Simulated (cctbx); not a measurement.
## Accept or mend?

Cell a = 3.7840 Å, b = 3.7840 Å, c = 6.2100 Å, α = 90.00°, β = 90.00°, γ = 90.00°; space group P4/nmm (no. 129, origin choice 1).

Simulated single-crystal data (cctbx): Mo Kα, λ = 0.71073 Å, to d = 0.6 Å, 95 % of the full sphere, strongest reflection 5000 counts, noise from counting, a 3 % proportional error and a noise floor of 2 counts (s.d.); no absorption.

An anisotropic refinement with weights 1/σ² prints:

```text
Rint 0.040, 157 unique reflections to 0.60 A
cycle     R1     wR2    GooF  max shift (A)
   1  0.1102  0.2613  10.966   0.00449
   2  0.1086  0.2525  10.596   0.00000
final R1 0.1086 wR2 0.2525 GooF 10.596  parameters 5  data/parameter 31.4
atom        x        y        z      Ueq    occ   su(xyz)  su(Uiso or U11)
Ir1    0.00000  0.00000  0.00000   0.0097  1.000  0.00000  0.0009
Ag1    0.50000  0.00000  0.32590   0.0158  1.000  0.00106  0.0014
difference map: max 64.31 min -9.15 rms 2.79
Q1    0.0000  0.5000  0.2189    2   64.54  2.33 A from Ir1
Q2    0.0000  0.0000  0.0000    2   13.82  0.00 A from Ir1
Q3    0.0000  0.5000  0.6910    2   10.87  0.11 A from Ag1
Q4    0.0000  0.5000  0.0778    2    9.32  1.95 A from Ir1
Q5    0.0000  0.5000  0.3958    2    6.75  1.73 A from Ag1
Q6    0.1700  0.3300  0.2225    8    2.42  1.88 A from Ag1
```

Q: Accept it or mend it, and why?

Mend it. The fault: an atom left out, P at (0, 1/2, 0.2218). Against the right model at the same level, R1 goes from 0.0097 to 0.1086 and GooF from 0.96 to 10.60 and the top difference peak, 64.5 e/Å³, lies 2.33 Å from Ir1. Q1 is the missing atom. With scattering power missing, scale and phases suffer, so peaks may also grow on the heavy atoms.

The compound is AgPIr. The right model at the same level gives:

```text
Rint 0.040, 157 unique reflections to 0.60 A
cycle     R1     wR2    GooF  max shift (A)
   1  0.0192  0.0456   1.934   0.00090
   2  0.0097  0.0228   0.964   0.00000
final R1 0.0097 wR2 0.0228 GooF 0.964  parameters 8  data/parameter 19.6
atom        x        y        z      Ueq    occ   su(xyz)  su(Uiso or U11)
Ir1    0.00000  0.00000  0.00000   0.0111  1.000  0.00000  0.0001
Ag1    0.50000  0.00000  0.32656   0.0168  1.000  0.00009  0.0001
P1     0.00000  0.50000  0.22115   0.0181  1.000  0.00033  0.0005
difference map: max 1.15 min -1.18 rms 0.29
Q1    0.2012  0.2988  0.0963    8    1.17  1.33 A from P1
Q2    0.2019  0.2981  0.4297    8    1.06  1.69 A from P1
Q3    0.0000  0.1307  0.7378    8    0.98  1.45 A from Ag1
Q4    0.1984  0.3016  0.7335    8    0.81  1.13 A from Ag1
Q5    0.1246  0.3754  0.5699    8    0.72  0.93 A from Ag1
Q6    0.0000  0.5000  0.8235    2    0.71  0.93 A from Ag1
```

Isotropic U is held between 0.0001 and 1 Å² by the program, and listed peak heights are interpolated, so they can pass the grid's maximum.

The model is made up (kin elements in a known structure type, no relaxation), so it says nothing on whether the phase exists.

[Middle refinement cycles are left out of these outputs.]

[Logs are printed without paths, hosts, clocks, repeated set-up lines and the standing remarks that a program may print on its own settings, such as how far it seeks lower states.]
